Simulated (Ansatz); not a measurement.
# Is Mg (Magnesium, P6_3/mmc) stable when the ions move?, part 4 of 4

Wanted: self-consistent phonon frequencies, thermal pressure and a stability verdict for Mg (Magnesium).

Ansatz 0.2.0; DFT PBEsol, scalar-relativistic, plane waves, PAW; PAW set soft_1.

So far. Step 2 (A first coarse run): The start is under -1.1 GPa at this level and looks like a metal on this mesh. Step 4 (Relaxing to small residual forces and stress): The residual pressure is 0.0029 GPa, small enough for phonons. The relaxed cell has a = 3.191, c = 5.101 Å (conventional setting).

## 5. Sampling the crystal at temperature (continued)

800 K; each column in its own order of rank; one wavevector of each set of like ones; translations left out; no LO-TO term. Modes at 800K, by row:

```
    q1      q2   q3  rank  harmonic (cm⁻¹)  gaussian (cm⁻¹)  gaussian error (cm⁻¹)  hessian (cm⁻¹)  hessian error (cm⁻¹)  path integral (cm⁻¹)  path integral error (cm⁻¹)
     0       0    0     1            131.1            132.5                    0.2           116.8                   0.3                   111                         0.7
     0       0    0     2            131.1            132.5                    0.2           116.8                   0.3                   111                         0.7
     0       0    0     3            269.4            284.7                    0.4           272.7                   0.4                 272.1                         1.3
     0       0  0.5     1             97.6             97.5                    0.1            88.8                   0.1                    86                         0.5
     0       0  0.5     2             97.6             97.5                    0.1            88.8                   0.1                    86                         0.5
     0       0  0.5     3             97.6             97.5                    0.1            88.8                   0.1                    86                         0.5
     0       0  0.5     4             97.6             97.5                    0.1            88.8                   0.1                    86                         0.5
     0       0  0.5     5            177.3              191                    0.4           180.1                   0.6                 179.2                         0.8
     0       0  0.5     6            177.3              191                    0.4           180.1                   0.6                 179.2                         0.8
     0  0.3333    0     1            104.3            105.9                    0.1            97.2                   0.2                  94.9                         0.3
     0  0.3333    0     2            114.3            119.1                    0.2           108.1                   0.3                 105.3                         0.6
     0  0.3333    0     3            175.5            180.5                    0.1           169.5                   0.1                 166.2                         0.6
     0  0.3333    0     4            191.1            203.9                    0.1           193.2                   0.2                 192.2                         0.7
     0  0.3333    0     5            218.2            230.6                    0.1           217.8                   0.2                 215.6                         0.7
     0  0.3333    0     6            220.5              237                    0.2           222.5                   0.3                 219.6                         0.6
     0  0.3333  0.5     1            142.1            146.1                    0.1           134.8                   0.1                 132.2                         0.5
     0  0.3333  0.5     2            142.1            146.1                    0.1           134.8                   0.1                 132.2                         0.5
     0  0.3333  0.5     3            154.4            160.9                    0.1           150.3                   0.2                 148.2                         0.3
     0  0.3333  0.5     4            154.4            160.9                    0.1           150.3                   0.2                 148.2                         0.3
     0  0.3333  0.5     5              233            246.5                    0.1           234.2                   0.2                 231.7                         0.5
     0  0.3333  0.5     6              233            246.5                    0.1           234.2                   0.2                 231.7                         0.5
0.3333  0.3333    0     1            177.2            186.8                    0.2           172.1                   0.3                 169.8                         0.7
0.3333  0.3333    0     2            177.2            186.8                    0.2           172.1                   0.3                 169.8                         0.7
0.3333  0.3333    0     3            184.1              195                    0.1           182.7                   0.3                 179.1                         0.7
0.3333  0.3333    0     4            184.1            200.7                    0.2           182.7                   0.3                 179.1                         0.7
0.3333  0.3333    0     5            186.4            200.7                    0.2           186.2                   0.5                 184.3                         0.8
0.3333  0.3333    0     6              218            232.9                    0.5           220.9                   1.1                 217.8                         1.1
0.3333  0.3333  0.5     1            136.4            140.5                    0.1           128.1                   0.3                   125                         0.6
0.3333  0.3333  0.5     2            136.4            140.5                    0.1           128.1                   0.3                   125                         0.6
0.3333  0.3333  0.5     3            207.7            218.8                    0.2           207.8                   0.4                 204.6                         0.9
0.3333  0.3333  0.5     4            207.7            218.8                    0.2           207.8                   0.4                 204.6                         0.9
0.3333  0.3333  0.5     5            233.9              248                    0.2           233.2                   0.3                 231.2                         0.8
0.3333  0.3333  0.5     6            233.9              248                    0.2           233.2                   0.3                 231.2                         0.8
```

By temperature, by row:

```
T (K)  verdict  pressure (GPa)  error (GPa)  vibrational free energy (eV/cell)  entropy (J/mol-cell/K)  free energy beyond the Gaussian (eV/cell)  mean-square displacement of the first Mg, sum over three axes, rings (Å²)  rings doubtful
  300   stable          0.9219       0.0026                           -0.03109                   62.47                                   -0.00151                                                                    0.03722           false
  450   stable            1.28        0.011                            -0.1439                   81.48                                   -0.00356                                                                    0.05589           false
  600   stable           1.635        0.013                            -0.2818                   95.16                                   -0.00614                                                                    0.07596           false
  800   stable            2.11         0.01                            -0.4939                   108.9                                    -0.0108                                                                     0.1049           false
```

Lowest frequency on the supercell's wavevectors (translations apart) against temperature:

```
temperature (K)  harmonic (cm⁻¹)  gaussian (cm⁻¹)  hessian (cm⁻¹)  path integral (cm⁻¹)
            300             97.6             97.7            94.1                  93.9
            450             97.6             97.5            92.4                  91.8
            600             97.6             97.5            90.8                  89.5
            800             97.6             97.5            88.8                    86
```

Free-energy Hessian at 800 K, interpolated by phonopy, no LO-TO term. Phonon branches along the path, in cm⁻¹:

```
    point  branch 1  branch 2  branch 3  branch 4  branch 5  branch 6
        Γ         0         0         0       117       117       273
  halfway        83        85       157       159       193       240
        M       106       132       179       202       222       237
  halfway       136       145       183       194       211       229
        K       172       172       183       183       186       221
  halfway        98       113       142       190       197       232
        Γ         0         0         0       117       117       273
  halfway        50        50        92       110       110       247
        A        89        89        89        89       180       180
  halfway       123       123       142       142       213       213
        L       145       145       154       154       255       255
  halfway       132       132       183       183       247       247
        H       128       128       208       208       233       233
  halfway       124       124       156       156       219       219
        A        89        89        89        89       180       180
jump to L       145       145       154       154       255       255
  halfway       118       136       169       182       237       251
        M       106       132       179       202       222       237
jump to H       128       128       208       208       233       233
  halfway       141       141       194       217       217       218
        K       172       172       183       183       186       221
```

The phonon branches as a text plot (rows in cm⁻¹):

```
    267 |**                  ***
    256 |  *                *            ****            **
    244 |   *              *    *       *    *           * *
    233 |      ****      **      *     *      *****       * **
    222 |    ***** *****                           *       ** ***
    210 |    ***  **   **             *       **             * *
    199 |   *   *** * ** **       *  *          *   **     ****
    187 |    *     ****  **        **        *   *    **       **
    176 |     *****  **    *                *     *     * ***
    165 |  * *      * **   *      *                      **     *
    153 |   *      ** ***   *          *****       *     *     *
    142 | **      *    * ** *         * ****        **   *
    131 | **   ***      *    *       * *    *******      ******
    119 |*    *   *     *  * *** *    *            ****   *
    108 |    * ***       **     **  **                *    **
     97 |    **          ** *   * ***                  *
     85 | * *              *      *                     *
     74 |                  *
     62 |  *                *    *
     51 | *                 ** **
     40 |**
     28 |*                   * *
     17 |*
      6 |                     *
         Γ      M    K        Γ   A       L    H       A|L M|H  K
```

The lowest frequency on the supercell's wavevectors (translations apart) is 97.6 cm⁻¹ at 300 K (harmonic); 97.7 cm⁻¹ at 300 K (gaussian); 94.1 cm⁻¹ at 300 K (hessian). On this path the spectrum ends at 273 cm⁻¹ (at Γ).

## 6. Summary of results

| Quantity | Value |
| --- | --- |
| 300 K | stable; softest mode 94.1 cm⁻¹ (harmonic 97.6); pressure 0.922 GPa |
| 450 K | stable; softest mode 92.4 cm⁻¹ (harmonic 97.6); pressure 1.28 GPa |
| 600 K | stable; softest mode 90.8 cm⁻¹ (harmonic 97.6); pressure 1.64 GPa |
| 800 K | stable; softest mode 88.8 cm⁻¹ (harmonic 97.6); pressure 2.11 GPa |

**Reading.** At fixed cell Mg (Magnesium) is judged stable at 300 K, stable at 450 K, stable at 600 K and stable at 800 K. The crystal is harmonically stable on these wavevectors; at fixed cell its lowest frequency is 97.6 cm⁻¹ in the harmonic picture and 88.8 cm⁻¹ from the free energy at 800 K. The free-energy curvature lies below the Gaussian's frequency because the cubic (bubble) term lowers it; of these two only the curvature can turn negative. At 800 K the largest relative shift among harmonically stable modes above 20 cm⁻¹ that exceeds three times its error is at q = (0, 0, 0): 131 cm⁻¹ becomes 117 ± 0.3 cm⁻¹, matching modes by rank. The pressure column includes 0.086 GPa of the lattice at rest on the supercell's coarser k-mesh; in the Gaussian the ions' motion adds +2.02 GPa at 800 K, from the supercell's own modes alone. The run ended at its frame limit. At 150 K no phonons came out: too few of the frames counted for the Gaussian that they led to. The cell is held fixed, the 36-atom supercell samples only its own wavevectors, and linewidths are not included; the verdicts are statistical. The PAW files were made for PBE and are used here under another functional, for which the program regenerates the frozen cores.

[Logs are printed without paths, hosts, clocks, repeated set-up lines and the standing remarks that a program may print on its own settings, such as how far it seeks lower states.]

[Hosts, paths, dates, database ids (printed as entryN), source tags and the programs' standing remarks are cut or masked in the printed files.]

[A step with changed settings may run another functional than the one named; its input shows which.]
